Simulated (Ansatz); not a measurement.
## Dielectric response of SrCl2 (110) films

How well do thin fluorite SrCl2 (110) films screen a perpendicular field?

Method: plane-wave DFT, PBE, Ansatz PAW, in the first sound run; inputs show where later runs differ, in Ansatz 0.2.0.

The raw output is cut from this account; settings, times and results stay.

## (1) The system as given

The cell holds 12 atoms: 4 Sr and 8 Cl. Cell: a = 4.936 Å, b = 6.980 Å, c = 25.403 Å, α = 90.0°, β = 90.0°, γ = 90.0°. It derives from SrCl2 (fluorite SrCl2). Vacuum lies along c.

## (2) Relaxation, 12 atoms, units 4

The structure is relaxed first, because levels and dipoles at a surface follow the positions of the outer atoms.

File input.yaml:

```yaml
crystal:
  lattice:
    - [4.93560533, 0.0, 0.0]
    - [0.0, 6.98, 0.0]
    - [0.0, 0.0, 25.403407999]
  atoms:
    - { symbol: Sr, position: [0.5, 0.5, 0.3542831734] }
    - { symbol: Cl, position: [0.0, 0.75, 0.3542831734] }
    - { symbol: Cl, position: [0.0, 0.25, 0.3542831734] }
    - { symbol: Sr, position: [0.0, 0.0, 0.4514277245] }
    - { symbol: Cl, position: [0.5, 0.25, 0.4514277245] }
    - { symbol: Cl, position: [0.5, 0.75, 0.4514277245] }
    - { symbol: Sr, position: [0.5, 0.5, 0.5485722755] }
    - { symbol: Cl, position: [0.0, 0.75, 0.5485722755] }
    - { symbol: Cl, position: [0.0, 0.25, 0.5485722755] }
    - { symbol: Sr, position: [0.0, 0.0, 0.6457168266] }
    - { symbol: Cl, position: [0.5, 0.25, 0.6457168266] }
    - { symbol: Cl, position: [0.5, 0.75, 0.6457168266] }
kpoints:
  mp_grid: { grid: [6, 4, 1] }
hamiltonian:
  xc: pbe
scf:
  occupations: { method: fixed }
  convergence: { dr2_threshold: 1.0e-09 }
efield:
  axis: 3
  dipole_correction: true
  ramp_position: 0.97
  ramp_width: 0.06
relax:
  f_tol: 0.003
  max_steps: 100
output:
  eigenvalues: true
  write_potential: true
  write_density: true
  volumetric_format: npy
```

On the command line:

```console
$ ansatz run input.yaml --threads 4 --pin off --max-ram 12288MiB --backend cpu --events-out ev --progress --plain --runs-dir out
```

Elapsed: 100 s, on 4 threads of Arm Neoverse V1, shared host; peak memory 1.6 GiB; 6.5 min of CPU time.

Step by step:

```tsv
step	energy less that of the first step (eV)	largest force component (eV/Å)
1	0.0000	0.9006
2	-0.3009	0.3944
3	-0.3603	0.1931
4	-0.3761	0.0501
5	-0.3773	0.0029
```

The run keeps the 4 symmetry operations that the program found, so distortions that break them were not tested.

The atoms that moved most (Å):

```tsv
atom	dx	dy	dz	length
Sr7	0.000	0.000	0.244	0.244
Sr4	0.000	0.000	-0.244	0.244
Sr1	0.000	0.000	0.225	0.225
Sr10	0.000	0.000	-0.225	0.225
Cl11	0.000	-0.050	0.159	0.166
Cl12	0.000	0.050	0.159	0.166
Cl2	0.000	-0.050	-0.159	0.166
Cl3	0.000	0.050	-0.159	0.166
```

This step gave:

```
gap on the k-mesh             : 4.587 eV
dipole along the normal       : 1.44e-7 e·Å
ionisation energy, upper face : 6.276 eV
electron affinity, upper face : 1.689 eV
```

Running mean over 2.468 Å of the planar mean; the ramp of the sawtooth is left out. Electron's electrostatic potential energy less the highest filled level against z:

z (Å), electron's electrostatic potential energy less the highest filled level (eV) and a bar from the least value:
```
      3.0       6.28 ##############################
      3.5       6.28 ##############################
      4.0       6.28 ##############################
      4.5       6.28 ##############################
      5.0       6.27 ##############################
      5.5       6.27 ##############################
      6.0       6.25 ##############################
      6.5       6.16 ##############################
      7.0       5.70 ############################
      7.5       4.15 #######################
      8.0       1.59 #############
      8.5      -0.34 #######
      9.0      -1.11 ####
      9.5      -1.55 ##
     10.0      -2.12 
     10.5      -2.17 
     11.0      -1.73 ##
     11.5      -1.37 ###
     12.0      -0.90 #####
     12.5      -0.21 #######
     13.0      -0.32 #######
     13.5      -1.01 ####
     14.0      -1.44 ###
     14.5      -1.81 #
     15.0      -2.24 
     15.5      -2.01 #
     16.0      -1.47 ###
     16.5      -1.00 ####
     17.0      -0.08 ########
     17.5       2.09 ###############
     18.0       4.55 ########################
     18.5       5.86 #############################
     19.0       6.19 ##############################
     19.5       6.26 ##############################
     20.0       6.27 ##############################
     20.5       6.27 ##############################
     21.0       6.28 ##############################
     21.5       6.28 ##############################
     22.0       6.28 ##############################
```

The relaxation took 5 steps and lowered the energy by 0.38 eV; the largest force on the free atoms ends at 0.0029 eV/Å.

The gap is 4.59 eV, with the valence edge 6.28 eV and the conduction edge 1.69 eV under the upper vacuum level.

## (3) Atoms held, 12 atoms, units 4, field 0.1 V/Å

A sawtooth potential applies the field, turning back in the middle of the vacuum. With the dipole correction the typed value is the field outside the slab. The induced dipole is small, so the SCF threshold is tight.

File input.yaml:

```yaml
crystal:
  lattice:
    - [4.93560533, 0.0, 0.0]
    - [0.0, 6.98, 0.0]
    - [0.0, 0.0, 25.403407999]
  atoms:
    - { symbol: Sr, position: [0.5, 0.5, 0.3631354854] }
    - { symbol: Cl, position: [0.0, 0.7427761266, 0.3480411573] }
    - { symbol: Cl, position: [0.0, 0.2572238734, 0.3480411573] }
    - { symbol: Sr, position: [0.0, 0.0, 0.4418076908] }
    - { symbol: Cl, position: [0.5, 0.2477950584, 0.4528329304] }
    - { symbol: Cl, position: [0.5, 0.7522049416, 0.4528329304] }
    - { symbol: Sr, position: [0.5, 0.5, 0.5581923102] }
    - { symbol: Cl, position: [0.0, 0.7477950583, 0.5471670689] }
    - { symbol: Cl, position: [0.0, 0.2522049417, 0.5471670689] }
    - { symbol: Sr, position: [0.0, 0.0, 0.6368645151] }
    - { symbol: Cl, position: [0.5, 0.2427761266, 0.6519588428] }
    - { symbol: Cl, position: [0.5, 0.7572238734, 0.6519588428] }
kpoints:
  mp_grid: { grid: [6, 4, 1] }
hamiltonian:
  xc: pbe
scf:
  occupations: { method: fixed }
  convergence: { dr2_threshold: 1.0e-10 }
efield:
  axis: 3
  dipole_correction: true
  ramp_position: 0.97
  ramp_width: 0.06
  amplitude: 0.1
output:
  write_potential: true
  write_density: true
  volumetric_format: npy
```

It took 24 s on 4 threads; peak memory 1.6 GiB.

This step gave:

* gap on the k-mesh: 4.376 eV
* dipole along the normal: 0.1304 e·Å

The dipole is 0.130 e·Å, and the gap on the mesh 4.376 eV.

## (4) Single point, 12 atoms, units 4, field -0.1 V/Å

Changes to input.yaml since step 3:

```diff
@@ -30,3 +30,3 @@
   ramp_width: 0.06
-  amplitude: 0.1
+  amplitude: -0.1
 output:
```

Wall time 24 s (4 threads); peak memory 1.6 GiB; 94 s of CPU time.

The dipole is -0.130 e·Å, and the gap on the mesh 4.376 eV.

## (5) Response with the atoms held, 12 atoms, units 4

This step: plane-wave DFT, PBE, Ansatz PAW; response to a field along the normal, atoms held (Ansatz 0.2.0).

The two fields give this film's response with the atoms held: the electronic part.

This step gave:

* equivalent conductor thickness p/(ε₀AE): 6.849 Å
* distance between the outer atoms: 7.721 Å
* thickness: 9.871 Å

Local field over the applied field, running mean. From the potentials at -0.1 and 0.1 V/Å; running mean over 2.468 Å, taken twice. Table of local field over applied field by z:

```tsv
z (Å)	local field over applied field
4	0.999
5	0.991
6	0.942
7	0.791
8	0.565
9	0.391
10	0.335
11	0.339
12	0.352
13	0.354
14	0.345
15	0.334
16	0.355
17	0.482
18	0.703
19	0.895
20	0.980
21	0.998
```

The induced electron density oscillates, so the rows of the table below give means over 2.54 Å (shorter at the two ends). Its distinct maxima (Å: e/Å³ per V/Å): 7.9: 0.00307, 10.7: 0.00198, 13.3: 0.00165, 15.7: 0.00213. Distinct minima: 9.7: -0.00213, 12.1: -0.00165, 14.7: -0.00198, 17.5: -0.00307.

Electrons, planar mean, per unit field. The induced electron density by z; means over each step:

z (Å), induced electron density (e/Å³ per V/Å) and a bar from the least value:
```
     5.22    0.00007 ################
     7.76    0.00165 ##############################
    10.30   -0.00007 ##############
    12.84    0.00002 ###############
    15.38    0.00000 ###############
    17.92   -0.00163 
    20.46   -0.00004 ###############
```

By hand: between -0.1 and 0.1 V/Å the dipole changes by 0.2608 e·Å, a slope of 1.304 e·Å²/V. A perfect conductor of thickness t has p = ε₀AEt, so t = 180.95 × 1.304 / 34.451 = 6.85 Å (e/ε₀ = 180.95 V·Å, A in Å²).

The induced dipole is that of a conductor 6.85 Å thick.

## (6) Relaxing in the field, 12 atoms, field 0.05 V/Å

This step: plane-wave DFT, PBE, Ansatz PAW (Ansatz 0.2.0).

Now the atoms may follow the field. A weak field makes forces of meV/Å to tens of meV/Å, so the force tolerance is set well below the usual one.

Changes to input.yaml since step 4:

```diff
@@ -30,3 +30,6 @@
   ramp_width: 0.06
-  amplitude: -0.1
+  amplitude: 0.05
+relax:
+  f_tol: 0.0006
+  max_steps: 70
 output:
```

Elapsed: 66 s, on 4 threads; peak memory 1.5 GiB.

The steps of the relaxation:

```tsv
step	energy less that of the first step (eV)	largest force component (eV/Å)
1	0.0000	0.0435
2	-0.0003	0.0338
3	-0.0006	0.0021
4	-0.0006	0.0010
5	-0.0006	0.0000
```

The run keeps the 4 symmetry operations that the program found, so distortions that break them were not tested.

Final coordinates:

```xyz
12
Lattice="4.9356 0.0000 0.0000 0.0000 6.9800 0.0000 0.0000 0.0000 25.4034" Properties=species:S:1:pos:R:3
Sr    2.4678    3.4900    9.2304
Cl    0.0000    5.1847    8.8397
Cl    0.0000    1.7953    8.8397
Sr    0.0000    0.0000   11.2288
Cl    2.4678    1.7290   11.5023
Cl    2.4678    5.2510   11.5023
Sr    2.4678    3.4900   14.1839
Cl    0.0000    5.2207   13.8987
Cl    0.0000    1.7593   13.8987
Sr    0.0000    0.0000   16.1821
Cl    2.4678    1.6943   16.5569
Cl    2.4678    5.2857   16.5569
```

Read from the output:

| Property | Result |
| --- | --- |
| gap on the k-mesh | 4.567 eV |
| dipole along the normal | 0.08785 e·Å |

The relaxation took 5 steps and lowered the energy by 5.8e-4 eV; the largest force on the free atoms ends at 4.4e-5 eV/Å.

The dipole is 0.0879 e·Å, and the gap on the mesh 4.567 eV.

## (7) Field on, atoms free, 12 atoms, field -0.05 V/Å

The opposite sign, again from the field-free geometry; the difference of the two cancels what relaxes without a field.

Changes to input.yaml since step 6:

```diff
@@ -30,3 +30,3 @@
   ramp_width: 0.06
-  amplitude: 0.05
+  amplitude: -0.05
 relax:
```

It took 66 s on 4 threads; peak memory 1.5 GiB; 4.3 min of CPU time.

The steps of the relaxation:

```tsv
step	energy less that of the first step (eV)	largest force component (eV/Å)
1	0.0000	0.0435
2	-0.0003	0.0338
3	-0.0006	0.0021
4	-0.0006	0.0010
5	-0.0006	0.0000
```

The run keeps the 4 symmetry operations that the program found, so distortions that break them were not tested.

The relaxation took 5 steps and lowered the energy by 5.8e-4 eV; the largest force on the free atoms ends at 4.3e-5 eV/Å.

The dipole is -0.0879 e·Å, and the gap on the mesh 4.567 eV.

## (8) Response with the atoms relaxed, 12 atoms, units 4

This step: plane-wave DFT, PBE, Ansatz PAW; response to a field along the normal, atoms relaxed (Ansatz 0.2.0).

The two relaxed runs give the static response.

Numbers from this step:

```
equivalent conductor thickness p/(ε₀AE) : 9.229 Å
distance between the outer atoms        : 7.717 Å
```

Local field over the applied field, running mean. From the potentials at -0.05 and 0.05 V/Å; running mean over 2.468 Å, taken twice. Table of local field over applied field by z:

```tsv
z (Å)	local field over applied field
4	0.999
5	0.989
6	0.895
7	0.784
8	0.474
9	0.194
10	0.0129
11	-0.0731
12	0.262
13	0.227
14	0.0472
15	0.00905
16	0.0171
17	0.429
18	0.649
19	0.864
20	0.970
21	0.997
```

The induced dipole is that of a conductor 9.23 Å thick.

## (9) Relaxing the slab, 18 atoms, units 6

This step: plane-wave DFT, PBE, Ansatz PAW (Ansatz 0.2.0).

System of this step: SrCl2 (110), 6 units. The cell holds 18 atoms: 6 Sr and 12 Cl. Its edges and angles: a = 4.936 Å, b = 6.980 Å, c = 30.339 Å, α = 90.0°, β = 90.0°, γ = 90.0°. It derives from SrCl2 (fluorite SrCl2). Vacuum lies along c.

The next thickness, treated alike, so that differences show the interior and the faces cancel.

File input.yaml:

```yaml
crystal:
  lattice:
    - [4.93560533, 0.0, 0.0]
    - [0.0, 6.98, 0.0]
    - [0.0, 0.0, 30.3390133317]
  atoms:
    - { symbol: Sr, position: [0.5, 0.5, 0.2966477486] }
    - { symbol: Cl, position: [0.0, 0.75, 0.2966477486] }
    - { symbol: Cl, position: [0.0, 0.25, 0.2966477486] }
    - { symbol: Sr, position: [0.0, 0.0, 0.3779886492] }
    - { symbol: Cl, position: [0.5, 0.25, 0.3779886492] }
    - { symbol: Cl, position: [0.5, 0.75, 0.3779886492] }
    - { symbol: Sr, position: [0.5, 0.5, 0.4593295497] }
    - { symbol: Cl, position: [0.0, 0.75, 0.4593295497] }
    - { symbol: Cl, position: [0.0, 0.25, 0.4593295497] }
    - { symbol: Sr, position: [0.0, 0.0, 0.5406704503] }
    - { symbol: Cl, position: [0.5, 0.25, 0.5406704503] }
    - { symbol: Cl, position: [0.5, 0.75, 0.5406704503] }
    - { symbol: Sr, position: [0.5, 0.5, 0.6220113508] }
    - { symbol: Cl, position: [0.0, 0.75, 0.6220113508] }
    - { symbol: Cl, position: [0.0, 0.25, 0.6220113508] }
    - { symbol: Sr, position: [0.0, 0.0, 0.7033522514] }
    - { symbol: Cl, position: [0.5, 0.25, 0.7033522514] }
    - { symbol: Cl, position: [0.5, 0.75, 0.7033522514] }
kpoints:
  mp_grid: { grid: [6, 4, 1] }
hamiltonian:
  xc: pbe
scf:
  occupations: { method: fixed }
  convergence: { dr2_threshold: 1.0e-09 }
efield:
  axis: 3
  dipole_correction: true
  ramp_position: 0.97
  ramp_width: 0.06
relax:
  f_tol: 0.003
  max_steps: 100
output:
  eigenvalues: true
  write_potential: true
  write_density: true
  volumetric_format: npy
  elf: true
```

Run time: 4.1 min. Hardware: 4 threads; peak memory 2.4 GiB.

Relaxation path:

```tsv
step	energy less that of the first step (eV)	largest force component (eV/Å)
1	0.0000	0.8998
2	-0.2909	0.3235
3	-0.3375	0.1336
4	-0.3487	0.0430
5	-0.3508	0.0057
6	-0.3509	0.0023
```

Forces are held to the 4 operations that the program found; a distortion that breaks them can't arise in this run.

The atoms that moved most (Å):

```tsv
atom	dx	dy	dz	length
Sr4	0.000	0.000	-0.235	0.235
Sr13	0.000	0.000	0.235	0.235
Cl17	0.000	-0.047	0.188	0.194
Cl18	0.000	0.047	0.188	0.194
Cl2	0.000	-0.047	-0.188	0.194
Cl3	0.000	0.047	-0.188	0.194
Sr16	0.000	0.000	-0.160	0.160
Sr1	0.000	0.000	0.160	0.160
```

Final coordinates:

```cif
data_structure
_symmetry_space_group_name_H-M 'P 1'
_symmetry_Int_Tables_number 1
_cell_length_a 4.9356
_cell_length_b 6.9800
_cell_length_c 30.3390
_cell_angle_alpha 90.000
_cell_angle_beta 90.000
_cell_angle_gamma 90.000
_cell_volume 1045.19
loop_
_atom_site_label
_atom_site_type_symbol
_atom_site_fract_x
_atom_site_fract_y
_atom_site_fract_z
_atom_site_occupancy
Sr1 Sr 0.50000 0.50000 0.30191 1
Cl2 Cl 0.00000 0.74323 0.29046 1
Cl3 Cl 0.00000 0.25677 0.29046 1
Sr4 Sr 0.00000 0.00000 0.37025 1
Cl5 Cl 0.50000 0.24807 0.37728 1
Cl6 Cl 0.50000 0.75193 0.37728 1
Sr7 Sr 0.50000 0.50000 0.46134 1
Cl8 Cl 0.00000 0.75125 0.45769 1
Cl9 Cl 0.00000 0.24875 0.45769 1
Sr10 Sr 0.00000 0.00000 0.53866 1
Cl11 Cl 0.50000 0.25125 0.54231 1
Cl12 Cl 0.50000 0.74875 0.54231 1
Sr13 Sr 0.50000 0.50000 0.62975 1
Cl14 Cl 0.00000 0.74807 0.62272 1
Cl15 Cl 0.00000 0.25193 0.62272 1
Sr16 Sr 0.00000 0.00000 0.69809 1
Cl17 Cl 0.50000 0.24323 0.70954 1
Cl18 Cl 0.50000 0.75677 0.70954 1
```

The relaxation took 6 steps and lowered the energy by 0.35 eV; the largest force on the free atoms ends at 0.0023 eV/Å.

The gap is 4.59 eV, with the valence edge 6.20 eV and the conduction edge 1.61 eV under the upper vacuum level.

## (10) Atoms held, 18 atoms, units 6, field 0.1 V/Å

File input.yaml:

```yaml
crystal:
  lattice:
    - [4.93560533, 0.0, 0.0]
    - [0.0, 6.98, 0.0]
    - [0.0, 0.0, 30.3390133317]
  atoms:
    - { symbol: Sr, position: [0.5, 0.5, 0.3019107979] }
    - { symbol: Cl, position: [0.0, 0.7432345377, 0.2904552171] }
    - { symbol: Cl, position: [0.0, 0.2567654623, 0.2904552171] }
    - { symbol: Sr, position: [0.0, 0.0, 0.3702457303] }
    - { symbol: Cl, position: [0.5, 0.2480714714, 0.3772777428] }
    - { symbol: Cl, position: [0.5, 0.7519285286, 0.3772777428] }
    - { symbol: Sr, position: [0.5, 0.5, 0.4613385288] }
    - { symbol: Cl, position: [0.0, 0.7512473024, 0.4576909704] }
    - { symbol: Cl, position: [0.0, 0.2487526976, 0.4576909704] }
    - { symbol: Sr, position: [0.0, 0.0, 0.5386614719] }
    - { symbol: Cl, position: [0.5, 0.2512473116, 0.54230903] }
    - { symbol: Cl, position: [0.5, 0.7487526884, 0.54230903] }
    - { symbol: Sr, position: [0.5, 0.5, 0.6297542623] }
    - { symbol: Cl, position: [0.0, 0.7480714658, 0.62272226] }
    - { symbol: Cl, position: [0.0, 0.2519285342, 0.62272226] }
    - { symbol: Sr, position: [0.0, 0.0, 0.6980892002] }
    - { symbol: Cl, position: [0.5, 0.2432345321, 0.7095447841] }
    - { symbol: Cl, position: [0.5, 0.7567654679, 0.7095447841] }
kpoints:
  mp_grid: { grid: [6, 4, 1] }
hamiltonian:
  xc: pbe
scf:
  occupations: { method: fixed }
  convergence: { dr2_threshold: 1.0e-10 }
efield:
  axis: 3
  dipole_correction: true
  ramp_position: 0.97
  ramp_width: 0.06
  amplitude: 0.1
output:
  write_potential: true
  write_density: true
  volumetric_format: npy
```

The job ended after 51 s (4 threads; peak memory 2.5 GiB; 3.3 min of CPU time).

The dipole is 0.193 e·Å, and the gap on the mesh 4.178 eV.

## (11) Single point, 18 atoms, units 6, field -0.1 V/Å

Changes to input.yaml since step 10:

```diff
@@ -36,3 +36,3 @@
   ramp_width: 0.06
-  amplitude: 0.1
+  amplitude: -0.1
 output:
```

Wall time 51 s (4 threads); peak memory 2.5 GiB.

The dipole is -0.193 e·Å, and the gap on the mesh 4.178 eV.

## (12) Response with the atoms held, 18 atoms, units 6

This step: plane-wave DFT, PBE, Ansatz PAW; response to a field along the normal, atoms held (Ansatz 0.2.0).

Local field over the applied field, running mean. From the potentials at -0.1 and 0.1 V/Å; running mean over 2.468 Å, taken twice. Local field over applied field against z:

z (Å), local field over applied field and a bar from the least value:
```
        4      0.999 ##############################
        5      0.990 ##############################
        6      0.938 ###########################
        7      0.783 ####################
        8      0.555 ##########
        9      0.387 ##
       10      0.335 
       11      0.340 
       12      0.349 #
       13      0.349 #
       14      0.345 #
       15      0.344 
       16      0.344 
       17      0.348 #
       18      0.350 #
       19      0.344 
       20      0.334 
       21      0.357 #
       22      0.486 #######
       23      0.708 #################
       24      0.899 #########################
       25      0.981 #############################
       26      0.998 ##############################
```

The induced dipole is that of a conductor 10.14 Å thick.

(Part 1 of 3 ends here.)

[Long decimals in the printed logs are rounded to 6 places.]

[Logs are printed without paths, hosts, clocks, repeated set-up lines and the standing remarks that a program may print on its own settings, such as how far it seeks lower states.]

[Hosts, paths, dates, database ids (printed as entryN), source tags and the programs' standing remarks are cut or masked in the printed files.]

[Maps of the electrostatic potential energy from Ansatz leave out the sawtooth potential of an applied field or a dipole correction, so their vacuum need not be flat; planar profiles and work functions include it.]
